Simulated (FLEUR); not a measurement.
# MnO (Manganosite): exchange couplings by hand from total energies

Aim: get Heisenberg couplings of MnO (Manganosite) from the energies of collinear orders, with pencil and paper, and test them on an order left out of the fit.

Method: PBEsol; all-electron FLAPW, Dirac cores, scalar-relativistic bands, in FLEUR MaX-R8.1.

## 1. Set-up

It takes space group Fm-3m (No. 225, cubic). The conventional cell has a = 4.446 Å, b = 4.446 Å, c = 4.446 Å, α = 90.00°, β = 90.00°, γ = 90.00°. Mn has 6 O at 2.22 Å nearest. Nearest to O lie 6 Mn at 2.22 Å. Farther neighbours and most contacts between anions are not listed.

Coordinates:

```cif
data_structure
_symmetry_space_group_name_H-M 'Fm-3m'
_symmetry_Int_Tables_number 225
_cell_length_a 4.4460
_cell_length_b 4.4460
_cell_length_c 4.4460
_cell_angle_alpha 90.000
_cell_angle_beta 90.000
_cell_angle_gamma 90.000
_cell_volume 87.88
loop_
_atom_site_label
_atom_site_type_symbol
_atom_site_symmetry_multiplicity
_atom_site_Wyckoff_symbol
_atom_site_fract_x
_atom_site_fract_y
_atom_site_fract_z
_atom_site_occupancy
Mn1 Mn 4 a 0.00000 0.00000 0.00000 1
O1 O 4 b 0.50000 0.00000 0.00000 1
```

## 2. The parallel order

All energies count from this run.

inpgen writes inp.xml from crystal.txt; cutoffs, mixing, functional, smearing and local orbitals are then set in the file. The k list default-1 (kpts.xml, not shown) is a Γ-centred 8×8×8 mesh; where the ranks do not divide the number of points, some are split in two of half the weight.

Contents of inp.xml:

```
<?xml version="1.0" encoding="UTF-8" standalone="no"?>
<fleurInput fleurInputVersion="0.39">
   <comment>
      MnO
   </comment>
   <calculationSetup>
      <cutoffs Kmax="4.05" Gmax="12.1" GmaxXC="12.1" numbands="0"/>
      <scfLoop itmax="130" minDistance="0.00002" maxIterBroyd="15" imix="Anderson" alpha="0.05" precondParam="0.0" spinf="2.0" sdNocoIR="T"/>
      <coreElectrons ctail="T" frcor="F" kcrel="0" coretail_lmax="0"/>
      <xcFunctional name="PBEs" relativisticCorrections="F"/>
      <magnetism jspins="2"/>
      <soc l_soc="F" theta="0.0" phi="0.0" spav="F"/>
      <expertModes spex="0" secvar="F"/>
      <geometryOptimization l_f="F" forcealpha="1.0" forcemix="BFGS" epsdisp="0.00001" epsforce="0.00001"/>
      <ldaU l_linMix="F" mixParam="0.05" spinf="1.0"/>
   </calculationSetup>
   <cell>
      <bzIntegration valenceElectrons="21.0" mode="hist" fermiSmearingEnergy="0.00110248">
         <kPointListSelection listName="default-1"/>
         <xi:include xmlns:xi="http://www.w3.org/2001/XInclude" href="kpts.xml"> </xi:include>
      </bzIntegration>
      <xi:include xmlns:xi="http://www.w3.org/2001/XInclude" href="sym.xml"> </xi:include>
      <bulkLattice scale="1.0">
         <bravaisMatrix>
            <row-1>    0.0000000000000000     4.2008611749857998     4.2008611749857998</row-1>
            <row-2>    4.2008611749857998     0.0000000000000000     4.2008611749857998</row-2>
            <row-3>    4.2008611749857998     4.2008611749857998     0.0000000000000000</row-3>
         </bravaisMatrix>
      </bulkLattice>
   </cell>
   <atomSpecies>
      <species name="Manganese 4.500" element="Mn" atomicNumber="25">
         <mtSphere radius="2.62" gridPoints="867" logIncrement="0.014"/>
         <atomicCutoffs lmax="10" lnonsphr="8"/>
         <electronConfig flipSpins="F">
            <coreConfig>(1s1/2) (2s1/2) (2p1/2) (2p3/2)</coreConfig>
            <valenceConfig>(3s1/2) (3p1/2) (3p3/2) (4s1/2) (3d3/2) (3d5/2)</valenceConfig>
            <stateOccupation state="(3d3/2)" spinUp="1.75" spinDown="0.25"/>
            <stateOccupation state="(3d5/2)" spinUp="3.0" spinDown="0.0"/>
         </electronConfig>
         <energyParameters s="4" p="4" d="3" f="4"/>
         <lo type="SCLO" l="0" n="3" eDeriv="0"/>
         <lo type="SCLO" l="1" n="3" eDeriv="0"/>
      </species>
      <species name="Oxygen (O)" element="O" atomicNumber="8">
         <mtSphere radius="1.48" gridPoints="489" logIncrement="0.022"/>
         <atomicCutoffs lmax="6" lnonsphr="4"/>
         <electronConfig flipSpins="F">
            <coreConfig>(1s1/2)</coreConfig>
            <valenceConfig>(2s1/2) (2p1/2) (2p3/2)</valenceConfig>
            <stateOccupation state="(2p1/2)" spinUp="0.666667" spinDown="0.666667"/>
            <stateOccupation state="(2p3/2)" spinUp="1.333333" spinDown="1.333333"/>
         </electronConfig>
         <energyParameters s="2" p="2" d="3" f="4"/>
      </species>
   </atomSpecies>
   <atomGroups>
      <atomGroup species="Manganese 4.500">
         <relPos label="                   1">.0000000000 .0000000000 .0000000000</relPos>
         <force calculate="T" relaxXYZ="TTT"/>
      </atomGroup>
      <atomGroup species="Oxygen (O)">
         <relPos label="                   2">1.000/2.000 1.000/2.000 1.000/2.000</relPos>
         <force calculate="T" relaxXYZ="TTT"/>
      </atomGroup>
   </atomGroups>
   <output dos="F" band="F" slice="F">
      <bandDOS minEnergy="-.5*Htr" maxEnergy="0.5*Htr" sigma="0.015" storeEVData="T"/>
      <plotting iplot="0" polar="F">
         <plot TwoD="T" vec1="  1.0  0.0  0.0" vec2="  0.0  1.0  0.0" vec3="  0.0  0.0  1.0" zero="  0.0  0.0  0.0" file="plot"/>
      </plotting>
      <moessbauerParams electricFieldGradient="F" isomerShift="F" coreHyperfine="F" valenceHyperfine="F"/>
   </output>
</fleurInput>
```

Contents of crystal.txt:

```
MnO
&input film=F cartesian=F /
0.00000000000  2.22300000000  2.22300000000
2.22300000000  0.00000000000  2.22300000000
2.22300000000  2.22300000000  0.00000000000
1.8897261246
1.0 1.0 1.0

2
25 0.00000000000  0.00000000000  0.00000000000 : 4.500
8 0.50000000000  0.50000000000  0.50000000000

&kpt div1=8 div2=8 div3=8 gamma=T /
```

On the command line:

```bash
OMP_NUM_THREADS=1 inpgen -f crystal.txt > inpgen.log  # inp.xml is then edited as shown
OMP_NUM_THREADS=1 mpirun -n 4 fleur_MPI > fleur.log
```

The log of the run:

```text
Welcome to FLEUR        (www.flapw.de)
      MaX-Release 8.1          (www.max-centre.eu)

 ========== k-point set info ==========
 Selected k-point list: default-1
 k-point list type: mesh
 0 x 0 x 0
 Number of k points: 32

 [... set-up left out ...]
 Iteration:     1   Distance:      19.75137416 me/bohr^3
 Iteration:     2   Distance:      16.64466263 me/bohr^3
 Iteration:     3   Distance:       8.03002051 me/bohr^3
 Iteration:     4   Distance:       7.15101199 me/bohr^3
 Iteration:     5   Distance:       3.02044464 me/bohr^3
[...]
<sumOfEigenvalues value="     -708.8484745385">
               <coreElectrons value="-696.1871040126"/>
               <valenceElectrons value="-12.6613705259"/>
            </sumOfEigenvalues>
         [... left out ...]
            <freeEnergy value="-1232.5626798510"/>
            <extrapolationTo0K value="-1232.5626103260"/>
         </totalEnergy>
         <densityConvergence units="me/bohr^3">
            <chargeDensity spin="1" distance="0.0000061558"/>
            <chargeDensity spin="2" distance="0.0000113501"/>
            <overallChargeDensity distance="0.0000122974"/>
            <spinDensity distance="0.0000134985"/>
         </densityConvergence>
      </iteration>
```

The job ended after 13 s (4 MPI ranks of Intel Xeon Platinum 8488C (Sapphire Rapids), shared host; peak memory 0.26 GiB).

Spin moment in the muffin-tin sphere by atom:

| atom | spin moment in the muffin-tin sphere (μB) |
| --- | --- |
| Mn1 | 4.45 |
| O2 | 0.20 |

This step gave:

| Quantity | Value |
| --- | --- |
| free energy | -33539.7392 eV |
| program's band gap on this mesh (in a metal only a level spacing) | 0.01539 eV |
| magnetization | 4.775 μB |
| final state | ferromagnetic |

After 21 cycles the largest moment stands at 4.45 μB.

## 3. The orders used for the fit

The other orders were run with the same settings, on meshes that hold the same points. Free energies are divided by the number of Mn atoms; q is in fractions of the reciprocal vectors of the first run's cell.

| order | atoms | mesh | free energy (eV) | eV per Mn | largest moment (μB) |
| --- | --- | --- | --- | --- | --- |
| F + | 2 | 8×8×8 | -33539.7392 | -33539.7392 | 4.45 |
| AF q=(0,1/2,1/2) +- | 4 | 8×4×8 | -67079.6216 | -33539.8108 | 4.47 |

## 4. Counting neighbours

With E = −Σ J e_i·e_j over ordered pairs of unit vectors, turning a neighbour from parallel to opposed costs 2J a Mn atom. So an order lies 2 Σ n J over the parallel one, n being the opposed neighbours in each shell.

| shell | distance (Å) | neighbours | opposed in AF q=(0,1/2,1/2) +- | opposed in AF q=(0,0,1/2) +- |
| --- | --- | --- | --- | --- |
| J1 | 3.14 | 12 | 8 | 6 |
| J2 | 4.45 | 6 | 0 | 6 |

Only J1 is kept.

## 5. Solving

```
2 × 8 × J1 = -71.6 meV    (AF q=(0,1/2,1/2) +-)
J1 = -4.47 meV
```

## 6. The test

The couplings now give the orders that were left out:

```
2 × 6 × (-4.47) = -53.6 meV    (AF q=(0,0,1/2) +-)
```

The runs themselves:

| order | atoms | mesh | free energy (eV) | eV per Mn | largest moment (μB) | over the parallel order (meV) | foretold (meV) |
| --- | --- | --- | --- | --- | --- | --- | --- |
| AF q=(0,0,1/2) +- | 4 | 8×8×4 | -67079.7569 | -33539.8784 | 4.42 | -139.3 | -53.6 |

## 7. One more shell

One try is to add the next shell, though changing moments can also cause the miss. Both differences then fix both couplings, and no order is left for a test.

```
2 × 8 × J1 = -71.6 meV    (AF q=(0,1/2,1/2) +-)
2 × 6 × J1 + 2 × 6 × J2 = -139.3 meV    (AF q=(0,0,1/2) +-)
J1 = -4.47 meV
J2 = -7.13 meV
```

## 8. Summary of results

| Item | Value |
| --- | --- |
| effective coupling of the reversed pairs, counted on J1 (Mn–Mn at 3.14 Å) | -4.47 meV |
| largest miss on the orders left out | 86 meV |
| J1 with two shells | -4.47 meV |
| J2 with two shells | -7.13 meV |

In words: The model misses the order left out by 86 meV, 61 % of the largest distance from the parallel order, so it fails: these couplings alone don't describe the crystal. With the next shell added the couplings are J1 = -4.47 and J2 = -7.13 meV, untested. The largest moments of the orders differ by 1.2 % of the greatest. One difference fixes one number: it sums all reversed shells and need not be the coupling of the nearest one, even in sign.

[Logs and program files are shortened in this print: banners, set-up blocks, solver, clock and traceback lines can be left out without a mark of their own.]

[Logs are printed without paths, hosts, clocks, repeated set-up lines and the standing remarks that a program may print on its own settings, such as how far it seeks lower states.]

[Hosts, paths, dates, database ids (printed as entryN), source tags and the programs' standing remarks are cut or masked in the printed files.]

[Where a cell is said to come from a database of computed structures, the database is the Materials Project.]
